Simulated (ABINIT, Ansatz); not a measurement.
# Iridium (Fm-3m): from the cell to the phonon bands, part 2 of 4

How does Iridium (Fm-3m) vibrate, and is this structure a minimum?

ABINIT 10.8.3; DFT PBE, scalar-relativistic, plane waves, PseudoDojo norm-conserving pseudopotentials.

So far. Step 3 (Relaxation): The volume changes by +3.1 % in this run and stands +3.1 % from the first cell. Step 4 (Self-consistent run for the response): The cell stands at -0.87 GPa: the relaxation ran with a smoothed and higher cutoff, and the difference is a stress of the finite basis. The relaxed cell has a = 3.870 Å (conventional setting).

The database entry behind the starting cell differs from later determinations by our own check (0.1 to 0.3 % short, probably kX units), so it need not match the best structure at ambient conditions.

## Step 5: Linear response at Γ

At q = 0 one unit cell holds all displacements. The response is solved for single atoms along the cell's directions, and symmetry skips those that follow from others. The crystal is treated as a metal, which screens a static field, so no field response is asked.

File dfpt_gamma.abi:

```

# common to the responses
getwfk_filepath "gso_WFK"
kptopt 2
nqpt 1
qpt 0.0 0.0 0.0
asr 0
chneut 0

# displacements
rfphon 1
rfatpol 1 1
rfdir 1 1 1
tolvrs 1.0d-10
prtwf 0
prtpot 1

# basis, mesh and filling
ecut 30.0
ngkpt 16 16 16
nshiftk 1
shiftk 0.0 0.0 0.0
istwfk *1
occopt 7
tsmear 0.01
nband 15
nstep 100
diemac 1000000.0
prtebands 0
prtgsr 0

# cell and atoms
acell 3*1.0 Angstrom
rprim 
    0.0 1.935031465 1.935031465
    1.935031465 0.0 1.935031465
    1.935031465 1.935031465 0.0
ntypat 1
znucl 77
natom 1
typat 1
xred 
    0.0 0.0 0.0
pp_dirpath "./pseudo"
pseudos "Ir.upf"
```

Launch:

```
$ OMP_NUM_THREADS=1 mpirun -n 16 abinit dfpt_gamma.abi > dfpt_gamma.log
```

Numbers of over 12 decimals in the logs are rounded to 6 here.

dfpt_gamma.abo, the main output file:

```text
[banners, grids, parts of the stress and lines that vanish by symmetry left out]
- input  file    -> dfpt_gamma.abi
- output file    -> dfpt_gamma.abo
- root for input  files -> dfpt_gammai
- root for output files -> dfpt_gammao

 Symmetries : space group Fm -3 m (#225); Bravais cF (face-center cubic)
================================================================================
 Values of the parameters that define the memory need of the present run (RF).
     intxc =       0      iscf =       7    lmnmax =       8     lnmax =       8
     mgfft =      27  mpssoang =       4    mqgrid =    3001     natom =       1
  nloc_mem =       1    nspden =       1   nspinor =       1    nsppol =       1
      nsym =      48    n1xccc =    2501    ntypat =       1    occopt =       7
   xclevel =       2
-    mband =          15        mffmem =           1         mkmem =         129
-   mkqmem =         129        mk1mem =         129           mpw =         785
      nfft =       19683          nkpt =        2052
- my_mband =          15
================================================================================
================================================================================

--------------------------------------------------------------------------------
------------- Echo of variables that govern the present computation ------------
--------------------------------------------------------------------------------
-
- outvars: echo of selected default values
-   iomode0 =  0 , fftalg0 =312 , wfoptalg0 =  0
-
- outvars: echo of global parameters not present in the input file
-  max_nthreads =    1
-
 -outvars: echo values of preprocessed input variables --------
            acell      1.8897261259E+00  1.8897261259E+00  1.8897261259E+00 Bohr
              amu      1.92220000E+02
              asr           0
           chneut           0
             ecut      3.00000000E+01 Hartree
-          fftalg         312
           istwfk        1    0    0    0    0    0    0    0    1    0
                         0    0    0    0    0    0    0    0    0    0
                         0    0    0    0    0    0    0    0    0    0
                         0    0    0    0    0    0    0    0    0    0
                         0    0    0    0    0    0    0    0    0    0
                       outvar_i_n : Printing only first  50 k-points.
              ixc     -101130
              kpt      0.00000000E+00  0.00000000E+00  0.00000000E+00
                       6.25000000E-02  0.00000000E+00  0.00000000E+00
                       1.25000000E-01  0.00000000E+00  0.00000000E+00
                       1.87500000E-01  0.00000000E+00  0.00000000E+00
                       [...]
                       outvar_i_n : Printing only first  50 k-points.
           kptopt           2
         kptrlatt       16    0    0      0   16    0      0    0   16
          kptrlen      8.27412122E+01
P           mkmem         129
P          mkqmem         129
P          mk1mem         129
            natom           1
            nband          15
           nbdbuf           2
            ngfft          27      27      27
             nkpt        2052
             nqpt           1
            nstep         100
             nsym          48
           ntypat           1
              occ      2.000000  2.000000  2.000000  2.000000  2.000000  2.000000
                       2.000000  2.000000  1.000000  0.000000  0.000000  0.000000
                       0.000000  0.000000  0.000000
                       2.000000  2.000000  2.000000  2.000000  2.000000  2.000000
                       [...]
                       prtocc : prtvol=0, do not print more k-points.
           occopt           7
        optdriver           1
        prtebands           0
           prtgsr           0
           prtpot           1
            prtwf           0
           rfphon           1
            rprim      0.0000000000E+00  1.9350314650E+00  1.9350314650E+00
                       1.9350314650E+00  0.0000000000E+00  1.9350314650E+00
                       1.9350314650E+00  1.9350314650E+00  0.0000000000E+00
          spgroup         225
           symrel      1  0  0   0  1  0   0  0  1      -1  0  0   0 -1  0   0  0 -1
                       0 -1  1   0 -1  0   1 -1  0       0  1 -1   0  1  0  -1  1  0
                      -1  0  0  -1  0  1  -1  1  0       1  0  0   1  0 -1   1 -1  0
                       0  1 -1   1  0 -1   0  0 -1       0 -1  1  -1  0  1   0  0  1
                       [...]
           tolvrs      1.00000000E-10
            typat      1
              wtk        0.00024    0.00049    0.00049    0.00049    0.00049    0.00049
                         0.00049    0.00049    0.00024    0.00049    0.00049    0.00049
                         0.00049    0.00049    0.00049    0.00049    0.00049    0.00049
                         0.00049    0.00049    0.00049    0.00049    0.00049    0.00049
                       [...]
                       outvars : Printing only first  50 k-points.
            znucl       77.00000

================================================================================

 chkinp: Checking input parameters for consistency.

================================================================================
== DATASET  1 ==================================================================
-   mpi_nproc: 16, omp_nthreads: 1 (-1 if OMP is not activated)

--- !DatasetInfo
iteration_state: {dtset: 1, }
dimensions: {natom: 1, nkpt: 2052, mband: 15, nsppol: 1, nspinor: 1, nspden: 1, mpw: 785, }
cutoff_energies: {ecut:  30.0, pawecutdg:  -1.0, }
electrons: {nelect:   1.70000000E+01, charge:   0.00000000E+00, occopt:   7.00000000E+00, tsmear:   1.00000000E-02, }
meta: {optdriver: 1, rfphon: 1, }
...

 mkfilename: getwfk from: gso_WFK

 Real(R)+Recip(G) space primitive vectors, cartesian coordinates (Bohr,Bohr^-1):
 R(1)=  0.0000000  3.6566795  3.6566795  G(1)= -0.1367361  0.1367361  0.1367361
 R(2)=  3.6566795  0.0000000  3.6566795  G(2)=  0.1367361 -0.1367361  0.1367361
 R(3)=  3.6566795  3.6566795  0.0000000  G(3)=  0.1367361  0.1367361 -0.1367361
 Unit cell volume ucvol=  9.7789155E+01 bohr^3
 Angles (23,13,12)=  6.00000000E+01  6.00000000E+01  6.00000000E+01 degrees
 setup1 : take into account q-point for computing boxcut.

 getcut: wavevector=  0.0000  0.0000  0.0000  ngfft=  27  27  27
         ecut(hartree)=     30.000   => boxcut(ratio)=   2.04215

--- Pseudopotential description ------------------------------------------------
- pspini: atom type   1  psp file is ./pseudo/Ir.upf

   4.70446538E+02                                ecore*ucvol(ha*bohr**3)
--------------------------------------------------------------------------------

 ==>  initialize data related to q vector <==

 The list of irreducible perturbations for this q vector is:
    1)    idir= 1    ipert=   1

================================================================================

 The perturbation idir=   2  ipert=   1 is
 symmetric of a previously calculated perturbation.
 So, its SCF calculation is not needed.

 The perturbation idir=   3  ipert=   1 is
 symmetric of a previously calculated perturbation.
 So, its SCF calculation is not needed.

--------------------------------------------------------------------------------
 Perturbation wavevector (in red.coord.)   0.000000  0.000000  0.000000
 Perturbation : displacement of atom   1   along direction   1
 Found     4 symmetries that leave the perturbation invariant.
 symkpt : the number of k-points, thanks to the symmetries,
 is reduced to   621 .

--------------------------------------------------------------------------------

--------------------------------------------------------------------------------

 dfpt_looppert : total number of electrons, from k and k+q
  fully or partially occupied states are    1.700000E+01 and    1.700000E+01.
 Initialisation of the first-order wave-functions :
  ireadwf=   0

--- !BeginCycle
iteration_state: {dtset: 1, }
solver: {iscf: 7, nstep: 100, nline: 4, wfoptalg: 0, }
tolerances: {tolvrs: 1.00E-10, }
...

     iter   2DEtotal(Ha)        deltaE(Ha) residm    vres2
-ETOT  1  0.819568     -3.544E+03 2.897E+01 1.002E+02
 ETOT  2 -1.48937083076817E-03 -8.211E-01 9.383E-01 1.834E+00
 ETOT  3 -2.29034399353623E-03 -8.010E-04 9.834E-03 3.107E-02
 ETOT  4 -2.29747870253050E-03 -7.135E-06 4.310E-03 1.643E-03
 ETOT  5 -2.29857989552329E-03 -1.101E-06 1.569E-05 1.325E-05
 ETOT  6 -2.29858674902061E-03 -6.853E-09 1.987E-05 4.565E-08
 ETOT  7 -2.29858676812000E-03 -1.910E-11 1.300E-07 9.654E-10
 ETOT  8 -2.29858675402284E-03  1.410E-11 9.564E-08 1.908E-10
 ETOT  9 -2.29858676675576E-03 -1.273E-11 1.399E-09 8.931E-14

 At SCF step    9       vres2   =  8.93E-14 < tolvrs=  1.00E-10 =>converged.
================================================================================

 ----iterations are completed or convergence reached----

 Mean square residual over all n,k,spin=   51.907E-14; max=  13.994E-10

 Thirteen components of 2nd-order total energy (hartree) are
 1,2,3: 0th-order hamiltonian combined with 1st-order wavefunctions
     kin0=   1.74289110E+03 eigvalue=   1.44894462E+01  local=  -1.01247646E+03
 4,5,6: 1st-order hamiltonian combined with 1st and 0th-order wfs
 loc psp =  -3.12029930E+03  Hartree=   7.33908422E+02     xc=  -1.36481065E+02
 note that "loc psp" includes a xc core correction that could be resolved
 7,8,9: eventually, occupation + non-local contributions
    edocc=   3.15815829E+02     enl0=   1.88638132E+03   enl1=  -3.96875789E+03
 1-9 gives the relaxation energy (to be shifted if some occ is /=2.0)
   erelax=  -3.54452860E+03
 10,11,12 Non-relaxation  contributions : frozen-wavefunctions and Ewald
 fr.local=   1.52881376E+03 fr.nonlo=   1.98437502E+03  Ewald=   0.00000000E+00
 13,14 Frozen wf xc core corrections (1) and (2)
 frxc 1  =  -2.38326307E+02  frxc 2 =   2.69663829E+02
 Resulting in :
 2DEtotal=   -0.2298586767E-02 Ha. Also 2DEtotal=   -0.625477323301E-01 eV
    (2DErelax=   -3.5445285958E+03 Ha. 2DEnonrelax=    3.5445262972E+03 Ha)
    (  non-var. 2DEtotal :   -2.2987453535E-03 Ha)

================================================================================

 ---- first-order wavefunction calculations are completed ----

 ==> Compute Derivative Database <==

  2nd-order matrix (non-cartesian coordinates, masses not included,
   asr not included )
     j1       j2             matrix element
  dir pert dir pert     real part     imaginary part

   1    1   1    1        -0.0022987448         0.0000000000
   1    1   2    1        -0.0011493724         0.0000000000
   1    1   3    1        -0.0011493724         0.0000000000
   1    1   2    3         0.0000000000         0.0000000000
   1    1   3    3         0.0000000000         0.0000000000

   2    1   1    1        -0.0011493724         0.0000000000
   2    1   2    1        -0.0022987448         0.0000000000
   2    1   3    1        -0.0011493724         0.0000000000
   2    1   1    3         0.0000000000         0.0000000000
   2    1   3    3         0.0000000000         0.0000000000

   3    1   1    1        -0.0011493724         0.0000000000
   3    1   2    1        -0.0011493724         0.0000000000
   3    1   3    1        -0.0022987448         0.0000000000
   3    1   1    3         0.0000000000         0.0000000000
   3    1   2    3         0.0000000000         0.0000000000

   1    3   2    1         0.0000000000         0.0000000000
   1    3   3    1         0.0000000000         0.0000000000

   2    3   1    1         0.0000000000         0.0000000000
   2    3   3    1         0.0000000000         0.0000000000

   3    3   1    1         0.0000000000         0.0000000000
   3    3   2    1         0.0000000000         0.0000000000

  Dynamical matrix, in cartesian coordinates,
   if specified in the inputs, asr has been imposed
     j1       j2             matrix element
  dir pert dir pert     real part    imaginary part

   1    1   1    1        -0.0000859581         0.0000000000
   1    1   2    1         0.0000000000         0.0000000000
   1    1   3    1        -0.0000000000         0.0000000000

   2    1   1    1         0.0000000000         0.0000000000
   2    1   2    1        -0.0000859581         0.0000000000
   2    1   3    1         0.0000000000         0.0000000000

   3    1   1    1        -0.0000000000         0.0000000000
   3    1   2    1         0.0000000000         0.0000000000
   3    1   3    1        -0.0000859581         0.0000000000

  Phonon wavevector (reduced coordinates) :  0.00000  0.00000  0.00000
 Phonon energies in Hartree :
  -1.566261E-05 -1.566261E-05 -1.566261E-05
 Phonon frequencies in cm-1    :
- -3.437546E+00 -3.437546E+00 -3.437546E+00

== END DATASET(S) ==============================================================
================================================================================

 -outvars: echo values of variables after computation
            acell      1.8897261259E+00  1.8897261259E+00  1.8897261259E+00 Bohr
           etotal     -2.2985867668E-03
            fcart      0.0000000000E+00  0.0000000000E+00  0.0000000000E+00
           strten      0.0000000000E+00  0.0000000000E+00  0.0000000000E+00
================================================================================
```

Elapsed: 22 s, on 16 MPI ranks of Arm Neoverse V1, shared host; 5.7 min of CPU time.

With one atom there are acoustic modes alone, which should vanish; they come out at 3.44 cm⁻¹ in size, the error that the sum rule removes later.

## Step 6: Phonons on a q mesh

Linear response treats each wavevector of the 4×4×4 mesh in the unit cell; the first-order potentials are kept for the electron-phonon matrix elements.

File dfpt_q.abi:

```
ndtset 7

# wavevectors
qpt1 0.25 0.0 0.0
qpt2 0.5 0.0 0.0
qpt3 0.25 0.25 0.0
qpt4 0.5 0.25 0.0
qpt5 -0.25 0.25 0.0
qpt6 0.5 0.5 0.0
qpt7 -0.25 0.5 0.25

# displacements
getwfk_filepath "gso_WFK"
getwfq_filepath "gso_WFK"
kptopt 3
nqpt 1
rfphon 1
rfatpol 1 1
rfdir 1 1 1
tolvrs 1.0d-10
prtwf 0
prtpot 1

# basis, mesh and filling
ecut 30.0
ngkpt 16 16 16
nshiftk 1
shiftk 0.0 0.0 0.0
istwfk *1
occopt 7
tsmear 0.01
nband 15
nstep 100
diemac 1000000.0
prtebands 0
prtgsr 0

# cell and atoms
acell 3*1.0 Angstrom
rprim 
    0.0 1.935031465 1.935031465
    1.935031465 0.0 1.935031465
    1.935031465 1.935031465 0.0
ntypat 1
znucl 77
natom 1
typat 1
xred 
    0.0 0.0 0.0
pp_dirpath "./pseudo"
pseudos "Ir.upf"
```

Launch:

```
$ OMP_NUM_THREADS=1 mpirun -n 16 abinit dfpt_q.abi > dfpt_q.log
```

dfpt_q.abo, the main output file:

```text
[banners, grids, parts of the stress and lines that vanish by symmetry left out]
- input  file    -> dfpt_q.abi
- output file    -> dfpt_q.abo
- root for input  files -> dfpt_qi
[...]
DATASET    1 : space group Fm -3 m (#225); Bravais cF (face-center cubic)
[...]
nfft =       19683          nkpt =        4096
[...]
DATASET    2 : space group Fm -3 m (#225); Bravais cF (face-center cubic)
[...]
nfft =       19683          nkpt =        4096
[...]
DATASET    3 : space group Fm -3 m (#225); Bravais cF (face-center cubic)
[...]
nfft =       19683          nkpt =        4096
[...]
DATASET    4 : space group Fm -3 m (#225); Bravais cF (face-center cubic)
[...]
nfft =       19683          nkpt =        4096
[...]
DATASET    5 : space group Fm -3 m (#225); Bravais cF (face-center cubic)
[...]
nfft =       19683          nkpt =        4096
[...]
DATASET    6 : space group Fm -3 m (#225); Bravais cF (face-center cubic)
[...]
nfft =       19683          nkpt =        4096
[...]
DATASET    7 : space group Fm -3 m (#225); Bravais cF (face-center cubic)
[...]
nfft =       19683          nkpt =        4096
[...]
== DATASET  1 ==================================================================
[...]
cutoff_energies: {ecut:  30.0, pawecutdg:  -1.0, }
[...]
Perturbation : displacement of atom   1   along direction   1
[...]
-ETOT  1   6.092155     -4.178E+03 4.429E+01 1.998E+04
 ETOT  2   50.649246063069      4.456E+01 1.309E+00 7.459E+05
 ETOT  3   3.769908     -4.688E+01 6.018E-02 1.504E+03
 ETOT  4   3.656596     -1.133E-01 2.745E-03 5.185E+00
 ETOT  5   3.656030     -5.663E-04 3.835E-05 4.812E-01
[...]
At SCF step   12       vres2   =  6.39E-12 < tolvrs=  1.00E-10 =>converged.
[...]
Perturbation : displacement of atom   1   along direction   2
[...]
-ETOT  1   2.134158     -3.565E+03 4.194E+01 9.252E+01
[...]
At SCF step   12       vres2   =  5.66E-13 < tolvrs=  1.00E-10 =>converged.
[...]
Phonon wavevector (reduced coordinates) :  0.25000  0.00000  0.00000
 Phonon energies in Hartree :
[...]
Phonon frequencies in cm-1    :
-  8.100972E+01  8.100972E+01  1.578127E+02
[...]
== DATASET  2 ==================================================================
[...]
cutoff_energies: {ecut:  30.0, pawecutdg:  -1.0, }
[...]
- 77.00000  17.00000  171031                  znucl, zion, pspdat
[...]
Perturbation : displacement of atom   1   along direction   1
[...]
-ETOT  1   5.608665     -3.839E+03 5.324E+01 1.345E+03
[...]
At SCF step   12       vres2   =  1.10E-12 < tolvrs=  1.00E-10 =>converged.
[...]
Perturbation : displacement of atom   1   along direction   2
[...]
-ETOT  1   5.945995     -3.932E+03 4.375E+01 1.953E+03
[...]
ETOT 10   4.525556      2.183E-11 1.576E-11 1.770E-09
 ETOT 11   4.525556     -3.320E-11 1.408E-12 6.437E-11
 At SCF step   11       vres2   =  6.44E-11 < tolvrs=  1.00E-10 =>converged.
[...]
Phonon wavevector (reduced coordinates) : -0.25000  0.50000  0.25000
 Phonon energies in Hartree :
[...]
Phonon frequencies in cm-1    :
-  1.472847E+02  1.525225E+02  1.525225E+02
[...]
fcart7     0.0000000000E+00  0.0000000000E+00  0.0000000000E+00
       
================================================================================
```

It took 29 min on 16 MPI ranks.

Numbers from this step:

- lowest mode on the q mesh (acoustic ones at the zone centre apart): 81.01 cm⁻¹

Frequencies (cm⁻¹) before the sum rule at the irreducible wavevectors but Γ, which is solved apart; negative means imaginary. Frequencies by wavevector:

| q (fractions) | star | mode 1 | mode 2 | mode 3 |
| --- | --- | --- | --- | --- |
| 0.25 0 0 | 8 | 81.01 | 81.01 | 157.8 |
| 0.5 0 0 | 4 | 106.5 | 106.5 | 188.4 |
| 0.25 0.25 0 | 6 | 106.6 | 106.6 | 171.7 |
| 0.5 0.25 0 | 24 | 127.8 | 138.2 | 173.6 |
| -0.25 0.25 0 | 12 | 118.1 | 129.4 | 176.1 |
| 0.5 0.5 0 | 3 | 139.8 | 139.8 | 176.6 |
| -0.25 0.5 0.25 | 6 | 147.3 | 152.5 | 152.5 |

(Part 2 of 4 ends here.)

[Host names and launcher messages were left out of these logs when they were recorded.]

[Logs are printed without paths, hosts, clocks, repeated set-up lines and the standing remarks that a program may print on its own settings, such as how far it seeks lower states.]

[Hosts, paths, dates, database ids (printed as entryN), source tags and the programs' standing remarks are cut or masked in the printed files.]
